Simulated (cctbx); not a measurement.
**Solving a structure by charge flipping**

Cell a = 7.9980 Å, b = 7.9980 Å, c = 6.6370 Å, α = 90.00°, β = 90.00°, γ = 120.00°; space group P6_3/mmc (no. 194); content I6 Rb2 Ni2.

Simulated single-crystal data (cctbx): Ag Kα, λ = 0.56087 Å, to d = 0.77 Å, 80 % of the full sphere, strongest reflection 5000 counts, noise from counting, a 3 % proportional error and a noise floor of 4 counts (s.d.); no absorption, and some extinction, which the refinements don't model.

Charge flipping in P1 on normalised amplitudes to 0.77 Å, δ = 1.2 σ, 10 % of the reflections treated as weak, 100 cycles:

```text
cycle      R  skewness
    0  0.548     0.47
    8  0.361     5.88
   16  0.231     5.43
   24  0.218     5.22
   32  0.227     5.10
   40  0.223     5.02
   48  0.226     5.00
   56  0.252     4.84
   64  0.251     4.83
   72  0.255     4.94
   80  0.247     4.79
   88  0.244     4.81
   96  0.242     4.74
origin shift          correlation  skewness
 0.615  0.425  0.027      0.970      8.93
 0.115  0.925  0.027      0.970      8.62
 0.115  0.425  0.027      0.970      8.52
 0.944  0.091  0.022      0.896      4.59
taken: symmetry correlation 0.970, skewness 8.93
peak      x       y       z  mult  height/sigma
Q1    0.1631  0.3262  0.2500    6     19.1
Q2    0.3333  0.6667  0.7500    2     14.3
Q3    0.0000  0.0000  0.0000    2      4.7
Q4    0.3333  0.6667  0.5705    4      1.7
Q5    0.0000  0.5000  0.0000    6      1.5
Q6    0.2047  0.6024  0.9916   12      1.2
Q7    0.0742  0.1485  0.6267   12      1.2
Q8    0.1021  0.2042  0.1309   12      1.0
```

The origin is taken among those within 0.04 of the best correlation, by the skewness of the map.

It took 0.66 s on 1 thread of Arm Neoverse V2, with other jobs on the host, peak memory 0.08 GiB.

**Question.** Which peaks are atoms, and which elements?

Heights go roughly as Z and multiplicities must add up to the content. First model: Q1 = I1 (6 in the cell, height 19.1), Q2 = Rb1 (2 in the cell, height 14.3) and Q3 = Ni1 (2 in the cell, height 4.7). Against the true structure, Q1 is I, Q2 is Rb and Q3 is Ni; the other peaks are not atoms.

Least squares on F², isotropic:

```text
Rint 0.046, 188 unique reflections to 0.77 A
cycle     R1     wR2    GooF  max shift (A)
   1  0.1072  0.2234   8.541   0.03519
   2  0.0355  0.0731   2.793   0.00000
final R1 0.0355 wR2 0.0731 GooF 2.793  parameters 4  data/parameter 47.0
atom        x        y        z      Ueq    occ   su(xyz)  su(Uiso or U11)
I1     0.16056  0.32112  0.25000   0.0137  1.000  0.00013  0.0003
Rb1    0.33333  0.66667  0.75000   0.0209  1.000  0.00000  0.0006
Ni1    0.00000  0.00000  0.00000   0.0186  1.000  0.00000  0.0007
difference map: max 3.01 min -4.33 rms 0.39
Q1    0.0000  0.0000  0.0749    4    3.09  0.50 A from Ni1
Q2    0.1073  0.3260  0.2500   12    2.30  0.45 A from I1
Q3    0.1617  0.3234  0.1768   12    1.55  0.49 A from I1
Q4    0.2923  0.5846  0.2500    6    1.29  1.83 A from I1
Q5    0.3333  0.6667  0.1086    4    0.83  2.38 A from Rb1
```

Anisotropic refinement:

```text
Rint 0.046, 188 unique reflections to 0.77 A
cycle     R1     wR2    GooF  max shift (A)
   1  0.0355  0.0731   2.824   0.00008
   2  0.0160  0.0326   1.262   0.00000
final R1 0.0160 wR2 0.0326 GooF 1.262  parameters 8  data/parameter 23.5
atom        x        y        z      Ueq    occ   su(xyz)  su(Uiso or U11)
I1     0.16055  0.32111  0.25000   0.0137  1.000  0.00006  0.0002
Rb1    0.33333  0.66667  0.75000   0.0216  1.000  0.00000  0.0004
Ni1    0.00000  0.00000  0.00000   0.0195  1.000  0.00000  0.0005
difference map: max 0.95 min -1.14 rms 0.21
Q1    0.0000  0.0000  0.0502    4    0.96  0.33 A from Ni1
Q2    0.3333  0.6667  0.0787    4    0.68  2.18 A from Rb1
Q3    0.1006  0.2011  0.0660   12    0.58  1.46 A from Ni1
Q4    0.2307  0.4614  0.0957   12    0.56  1.41 A from I1
Q5    0.1950  0.5975  0.2500    6    0.50  2.09 A from I1
Q6    0.0199  0.1709  0.7500   12    0.47  1.40 A from I1
```

**Reading.** The refinement ends at R1 = 0.0160, wR2 = 0.0326, GooF = 1.26, with difference density between -1.14 and 0.95 e/Å³. Every site matches the true model in element, within 0.001 Å r.m.s., up to an allowed shift of origin.

True model:

```
atom  mult.       x       y    z  Ueq (Å²)
  I1      6  0.8394  0.6788  3/4    0.0147
 Rb1      2     2/3     1/3  1/4    0.0222
 Ni1      2       0       0  1/2    0.0207
```

The model is made up (kin elements in a known structure type, no relaxation), so it says nothing on whether the phase exists.

[Middle refinement cycles are left out of these outputs.]

[Logs are printed without paths, hosts, clocks, repeated set-up lines and the standing remarks that a program may print on its own settings, such as how far it seeks lower states.]
